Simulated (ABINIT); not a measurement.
Planning a run of ABINIT 10.8.3 on SnO2 (Cassiterite). The input:

```
acell 3*1.0 Angstrom
rprim 
  4.738000000000 0.000000000000 0.000000000000
  0.000000000000 4.738000000000 0.000000000000
  0.000000000000 0.000000000000 3.186500000000
ntypat 2
znucl 50 8
natom 6
typat 1 1 2 2 2 2
xred 
  0.000000000000 0.000000000000 0.000000000000
  0.500000000000 0.500000000000 0.500000000000
  0.307100000000 0.307100000000 0.000000000000
  0.192900000000 0.807100000000 0.500000000000
  0.692900000000 0.692900000000 0.000000000000
  0.807100000000 0.192900000000 0.500000000000
pp_dirpath "pseudos"
pseudos "Sn.upf, O.upf"
ecut 42
ngkpt 2 2 4
nshiftk 1
shiftk 0 0 0
kptopt 1
chksymbreak 0
istwfk *1
occopt 1
irdwfk 1
optdriver 3
nband 132
ecuteps 3.9
inclvkb 2
awtr 1
symchi 1
indata_prefix "in"
outdata_prefix "out"
tmpdata_prefix "tmp"
```

```sh
OMP_NUM_THREADS=1 mpirun -n 8 abinit run.abi > log
```

Estimate wall time and host memory on 8 MPI ranks of Arm Neoverse V2, shared host.

It took 45 s; on shared hardware allow 23 s to 90 s. Peak host memory was 2.8 GiB.

[Paths, hosts, dates, memory and timing lines, banners, echoed tables and standing remarks are left out of the program output.]

[Logs are printed without paths, hosts, clocks, repeated set-up lines and the standing remarks that a program may print on its own settings, such as how far it seeks lower states.]

[Runs of the session that timed out or met a known fault of the program may be left out.]

[Hosts, paths, dates, database ids (printed as entryN), source tags and the programs' standing remarks are cut or masked in the printed files.]

[G0W0 gaps are taken among the corrected bands and points alone; a level outside them can change the order at an edge.]

[Where Ansatz stands beside ABINIT at settings called matched, ABINIT's density can come from a denser mesh and the files from another edition; pairs whose starting gaps differed by over 0.03 eV were left out, so agreement reads better than it is.]
